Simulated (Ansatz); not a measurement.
# S_i (6-fold void) in Y4S3N2 (C2/m): charge-transition levels and formation energies, part 2 of 2

Aim: at which Fermi levels does S_i (6-fold void) in Y4S3N2 (C2/m) change its charge? The model is a cell of 54 host atoms with 1 S put in.

Ansatz; place-levels on PBEsol runs: charge-transition levels and formation energies with image-charge correction and potential alignment at the atomic sites.

So far: Starting point; What was run first; Levels against the band edges, PBEsol.

### 3. Levels against the band edges, PBEsol (continued)

Levels between the charges placed, in eV above the valence top:

|  | gap (eV) | (+1/0) | (0/−1) | (−1/−2) |
| --- | --- | --- | --- | --- |
| PBEsol | 1.27 | -0.01 | 1.24 | 0.54 |

Corrections by state:

| charge | moment (μB) | image terms and alignment (eV) | band filling (eV) | ε used | over the lowest of its charge, as the program ranks them, band filling apart (eV) |
| --- | --- | --- | --- | --- | --- |
| +1 | 1.0 | 0.287 | -0.280 | principal values (12.97, 15.04, 17.01) | 0.000 |
| 0 | 0.0 | 0.000 | - | - | 0.000 |
| −1 | 1.0 | -0.094 | - | principal values (12.97, 15.04, 17.01) | 0.000 |
| −2 | 0.0 | 0.047 | - | principal values (12.97, 15.04, 17.01) | 0.000 |

The charged structures listed were also run neutral, and place-levels reads from each pair, by the potential or the spins, how wide the charge is by which they differ; that can be the carrier of either run.

| charge | rms radius (Å) | spread where it is widest against the cell (Å) | wide from (Å) | reading |
| --- | --- | --- | --- | --- |
| +1 | 6.6 | 4.12 | 1.73 | wide |
| −1 | 5.3 | 2.64 | 1.32 | wide |
| −2 | 4.6 | 2.22 | 1.32 | wide |

The neutral runs of these pairs need not share the spin of the lowest neutral state, and very wide values only mean spread over the cell.

From the program's caveats on the states, each cut to its opening words:

- charge +1 (1 μB): it parts from the run at its places by a charge that spreads by about 4.1 Å along one vector (1.7 Å or more is wide), by its potential at epsilon [6.75, 7, [...]
- charge +1 (1 μB): a band-filling correction moves a carrier to the host's band edge, which changes its energy by -0.280 eV
- charge +1 (1 μB): its sublattices stand up to 0.0596 Å off the host's, which by the two runs' forces adds about +0.01 eV to its energy against the host's, and moves the band [...]
- charge +1 (1 μB): its displacements don't fall off away from the defect: farther atoms stand 0.039 Å off the host's places
- charge +1 (1 μB): its moments are held at its close (magnetization.spin_locking), by a field of 0.029 eV a Bohr magneton, and its energy and levels are of the state that this [...]
- charge 0: its sublattices stand up to 0.0532 Å off the host's, which by the two runs' forces adds about +0.01 eV to its energy against the host's, and moves the band [...]
- charge 0: its displacements don't fall off away from the defect: farther atoms stand 0.033 Å off the host's places
- charge −1 (1 μB): it parts from the run at its places by a charge that spreads by about 2.6 Å along one vector (1.3 Å or more is wide), by its potential at epsilon [6.75, 7, [...]
- charge −1 (1 μB): its sublattices stand up to 0.0361 Å off the host's, which by the two runs' forces adds about -0.03 eV to its energy against the host's, and moves the band [...]
- charge −1 (1 μB): its displacements don't fall off away from the defect: farther atoms stand 0.032 Å off the host's places
- charge −2: it parts from the run at its places by a charge that spreads by about 2.2 Å along one vector (1.3 Å or more is wide), by its potential at epsilon [6.75, 7, [...]
- charge −2: its displacements don't fall off away from the defect: farther atoms stand 0.057 Å off the host's places

Chemical potentials of the elements' reference phases, run alike. Formation energy by charge state (elemental references; gap 1.27 eV):

| charge | at valence top (eV) | at conduction bottom (eV) | correction included (eV) |
| --- | --- | --- | --- |
| +1 | 0.45 | 1.71 | 0.01 |
| 0 | 0.44 | 0.44 | 0.00 |
| −1 | 1.67 | 0.41 | -0.09 |
| −2 | 2.22 | -0.31 | 0.05 |

(Fermi level (eV), lowest formation energy (eV)): (0.00, 0.44), (0.12, 0.44), (0.23, 0.44), (0.35, 0.44), (0.46, 0.44), (0.58, 0.44), (0.69, 0.44), (0.81, 0.44), (0.92, 0.38), (1.04, 0.15), (1.15, -0.08), (1.27, -0.31)

### 4. Effect of the sampling

The relaxations' own energies give the levels at their sampling, for comparison.

Contents of levels.relax_mesh.yaml:

```yaml
host:
  run: host.relax.run
  levels_from: { run: edges.relax.run }
states: [qm2.relax.run, qm1_M1.relax.run, q0.relax.run, qp1_M1.relax.run]
chemical_potentials:
  S:
    energy: -884.879081
    dataset: "<sha256 of the dataset>"
```

On the command line:

```
ansatz place-levels levels.relax_mesh.yaml -- --threads 4 --pin off --max-ram 7536MiB
```

What it wrote:

```text
[...]
formation energy of charge +1: +0.479 eV with the Fermi level at the valence edge
formation energy of charge 0: +0.473 eV with the Fermi level at the valence edge
formation energy of charge -1: +1.684 eV with the Fermi level at the valence edge
formation energy of charge -2: +2.305 eV with the Fermi level at the valence edge
  edges by pbesol of host.levels_from (edges.relax.run), its mesh sampled to repeats of 30.33 Å (the valence edge +0.154 eV and the conduction edge -0.214 eV from those of the host's own run), gap 1.266 eV; the host is sampled to repeats of 14.99 Å
[... the lines on each state left out ...]
```

Run time: 0.11 s. Hardware: 4 threads of Arm Neoverse V2, shared host.

Levels between neighbouring charges, in eV above the valence top:

|  | gap (eV) | (+1/0) | (0/−1) | (−1/−2) |
| --- | --- | --- | --- | --- |
| one point at (¼, ¼, ¼) | 1.27 | -0.01 | 1.21 | 0.62 |
| a 2×2×2 shifted mesh | 1.27 | -0.01 | 1.24 | 0.54 |

Going from one point at (¼, ¼, ¼) to a 2×2×2 shifted mesh moves the levels that carry no band-filling term by up to 0.08 eV and formation energies against the elements by up to 0.09 eV; band-filling terms, which differ between samplings, are in these energies.

### 5. Outcome

```
gap of the host                                                             : 1.27 eV (PBEsol)
level (plus 1/0)                                                            : 0.01 eV below the valence top (-0.29 eV above the valence top without the band-filling term)
level (0/minus 1)                                                           : 1.24 eV above the valence top, not a change between lowest states
level (minus 1/minus 2)                                                     : 0.54 eV above the valence top, not a change between lowest states
level (0/minus 2)                                                           : 0.89 eV above the valence top
lowest of the charges placed, just above the valence top (0.02 eV)          : 0
lowest of the charges placed, just below the conduction bottom (0.02 eV)    : −2
lowest formation energy at mid-gap of the charges run, elemental references : 0.44 eV
```

Of the charges placed (−2, −1, 0 and +1), the lowest changes at 0.89 eV (0/−2) above the valence top, in a gap of 1.27 eV. (0/−2) passes over charge −1, which lies 0.35 eV above the two there; a lower structure or spin state of it, if missed, would change that. Charges below −2 were not placed, so these runs say nothing of levels that involve them. States placed: +1 at 1 μB; 0 at 0 μB; −1 at 1 μB; −2 at 0 μB. Other spin states or structures, where not listed, weren't placed. The program finds carriers beyond a band edge of the host and adds a band-filling term at charge +1 (-0.28 eV); steps to such a charge show no bound level, and a defect level inside a band would be read the same way. At charge 0 and +1 the atom put in ends up to 1.5 Å from its starting place, so the name tells the start alone and the levels can join different sites. Going from one point at (¼, ¼, ¼) to a 2×2×2 shifted mesh moves the levels that carry no band-filling term by up to 0.08 eV and formation energies against the elements by up to 0.09 eV; band-filling terms, which differ between samplings, are in these energies. Keep in mind: PBEsol makes the gap too small and tends to spread out bound carriers; where a gas molecule sets a chemical potential or the host's formation energy, its binding is uncorrected; force components of up to 0.12 eV/Å remain in a run at the final settings.

[Logs are printed without paths, hosts, clocks, repeated set-up lines and the standing remarks that a program may print on its own settings, such as how far it seeks lower states.]

[Hosts, paths, dates, database ids (printed as entryN), source tags and the programs' standing remarks are cut or masked in the printed files.]

[Where a table of states has a column of steps, it counts the stored structures, which are thinned; the runs took as many ionic steps or more.]

[A defect's name tells the site on which it was built; relaxed atoms can leave that site.]

[For some hosts the program warned that the k-mesh of the response run may be too coarse for force constants and the static dielectric constant; such warnings are not shown here.]
